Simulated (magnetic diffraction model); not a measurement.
# CsTbCdMo3 below its ordering temperature

Space group Cmcm (no. 63), a = 4.1940 Å, b = 15.4610 Å, c = 10.8650 Å.

```
site  atom    x       y       z
  4a    Tb    0       0     1/2
  4c    Cs    0  0.2528     3/4
  4c    Cd  1/2  0.0415     3/4
  4c    Mo  1/2  0.4362     3/4
  8f    Mo    0  0.3777  0.4572
```

This is a made-up structure (elements placed in a structure type, unrelaxed), so the numbers test the method and describe no known phase.

Only Tb is taken to order (form factors of Tb3+); orders and moment sizes are assumed, and not adapted to the symmetry. Radiation: neutrons of λ = 1.909 Å (absorption by Cd left out), 5° to 40°; isotropic B of 0.27 Å² (Tb), 0.38 Å² (Cs), 0.39 Å² (Cd) and 0.42 Å² (Mo). The intensities are simulated: I ∝ L Σ (|F_N|² + |F_M⊥|²) for unpolarised neutrons, with F_M = 2.695 fm/μB × Σ f(s) S exp(2πi Q·r) exp(−B s²) at Q = H ± k (one set where k and −k are equivalent), only the part normal to Q counting and L = 1/(sin²θ cos θ). For collinear order S is the moment m, which repeats by lattice and centring translations R with the sign exp(−2πi k·R). Form factors are spin-only for 3d ions and dipole or tabulated for f ions, scattering lengths are Sears's of 1992, and absorption is left out. A label names one of the reflections at its angle. The strongest nuclear line in the range is 100, and lines under 0.2 are left out.

Above the ordering temperature:

```
2θ (°)    index      I
 14.19  (0 2 0)   61.0
 17.43  (0 2 1)    0.6
 20.24  (0 0 2)    0.9
 24.80  (0 2 2)    5.9
 27.28  (1 1 0)    0.2
 28.59  (0 4 0)    0.3
 29.15  (1 1 1)    0.4
 30.39  (0 4 1)    0.8
 33.84  (0 2 3)   26.4
 34.13  (1 3 0)   42.2
 34.20  (1 1 2)    1.8
 35.28  (0 4 2)   22.3
 35.67  (1 3 1)  100.0
 40.00  (1 3 2)   64.7
```

Below it (cell unchanged):

```tsv
2θ (°)	I
14.19	161.2
17.43	0.6
20.24	48.5
24.80	67.4
27.28	3.6
28.59	22.8
29.15	0.4
30.39	0.8
33.84	26.4
34.13	54.1
34.20	25.7
35.28	50.0
35.67	100.0
40.00	87.7
```

**Question.** Find the propagation vector, then choose among these models:
A. collinear moments along [100], 5.5 μB on Tb; signs + at (0, 0, 1/2), − at (0, 0, 0)
B. collinear moments along [110], 5.5 μB on Tb; signs + at (0, 0, 1/2), + at (0, 0, 0)
C. collinear moments along [110], 5.5 μB on Tb; signs + at (0, 0, 1/2), − at (0, 0, 0)
D. collinear moments along [100], 5.5 μB on Tb; signs + at (0, 0, 1/2), + at (0, 0, 0)

No line moves, and magnetic intensity falls on nuclear lines such as the one at 14.19°, so the magnetic cell equals the chemical primitive cell: k = 0.

Magnetic intensity, observed (below minus above) and for each model:

| 2θ (°) | index | observed | A | B | C | D |
| --- | --- | --- | --- | --- | --- | --- |
| 10.08 | (0 0 1) | <0.2 | 201.8 | <0.2 | 201.8 | <0.2 |
| 14.19 | (0 2 0) | 100.3 | <0.2 | 6.9 | <0.2 | 100.3 |
| 17.43 | (0 2 1) | <0.2 | 130.6 | <0.2 | 49.8 | <0.2 |
| 20.24 | (0 0 2) | 47.6 | <0.2 | 47.6 | <0.2 | 47.6 |
| 24.80 | (0 2 2) | 61.5 | <0.2 | 42.5 | <0.2 | 61.5 |
| 27.28 | (1 1 0) | 3.4 | <0.2 | 43.5 | <0.2 | 3.4 |
| 29.15 | (1 1 1) | <0.2 | 15.7 | <0.2 | 76.3 | <0.2 |
| 34.20 | (1 1 2) | 23.9 | <0.2 | 54.8 | <0.2 | 23.9 |

Model D matches.

The absence at (0 0 1) is telling: the sublattices cancel there.

The structure used: k = (0 0 0), collinear moments along [100], 5.5 μB on Tb; signs + at (0, 0, 1/2), + at (0, 0, 0).

[Logs are printed without paths, hosts, clocks, repeated set-up lines and the standing remarks that a program may print on its own settings, such as how far it seeks lower states.]
